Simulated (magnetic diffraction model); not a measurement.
# Moment size from magnetic intensity in Li₄TbMn₄Al₄

Space group I4/mmm (no. 139), a = 8.8040 Å, c = 5.1310 Å.

| site | atom | x | y | z |
| --- | --- | --- | --- | --- |
| 2a | Tb | 0 | 0 | 0 |
| 8j | Mn | 0 | 0.7764 | 1/2 |
| 8i | Al | 0 | 0.3429 | 0 |
| 8f | Li | 1/4 | 3/4 | 1/4 |

This is a made-up structure (elements placed in a structure type, unrelaxed), so the numbers test the method and describe no known phase.

Only Tb is taken to order (form factors of Tb3+); orders and moment sizes are assumed, and not adapted to the symmetry. Radiation: neutrons of λ = 1.909 Å, 3° to 80°; isotropic B of 0.52 Å² (Tb), 0.62 Å² (Mn), 0.69 Å² (Al) and 0.94 Å² (Li). Simulated constant-wavelength pattern: nuclear and magnetic terms add, the magnetic one as |2.695 fm × Σ f S⊥ exp(2πi Q·r) exp(−B s²)|², summed over all Q at one angle with the factor 1/(sin²θ cos θ). For collinear order S is the moment m, which repeats by lattice and centring translations R with the sign exp(−2πi k·R). Free-ion form factors, Sears's scattering lengths of 1992, no absorption; a label names one of the reflections at its angle. The strongest nuclear line in the range is 100, and lines under 0.2 are left out.

In a first state the assumed order is k = (0 1 0), collinear moments along [110], 7.8 μB on Tb, with this pattern:

```
2θ (°)    index  nuclear  magnetic
 12.45  (1 0 0)      0.0     114.0
 17.64  (1 1 0)      1.9       0.0
 21.44  (0 0 1)      0.0      36.5
 24.87  (1 0 1)    100.0       0.0
 25.05  (2 0 0)     47.1       0.0
 27.90  (1 1 1)      0.0      65.3
 28.06  (2 1 0)      0.0      40.4
 33.20  (2 0 1)      0.0      39.2
 35.59  (2 1 1)      6.6       0.0
 35.72  (2 2 0)      5.0       0.0
 37.96  (3 0 0)      0.0      10.0
 40.10  (3 1 0)     17.6       0.0
 42.04  (2 2 1)      0.0      19.8
 43.68  (0 0 2)      4.4       0.0
 44.01  (3 0 1)     57.0       0.0
 45.60  (1 0 2)      0.0      24.4
```
(The table stops after 16 lines; 36 more lie at higher angle.)

**Question.** Nearer the ordering temperature the line at 12.45° has total intensity 82.3 on the same scale, and all moments have shrunk alike. How large is the Tb moment?

The nuclear part, 0.0, stays, so the magnetic part is 82.3 against 114.0. It goes as m², so m = 7.8 × √(82.3/114.0) = 6.63 μB; the value used was 6.63 μB.

[Logs are printed without paths, hosts, clocks, repeated set-up lines and the standing remarks that a program may print on its own settings, such as how far it seeks lower states.]
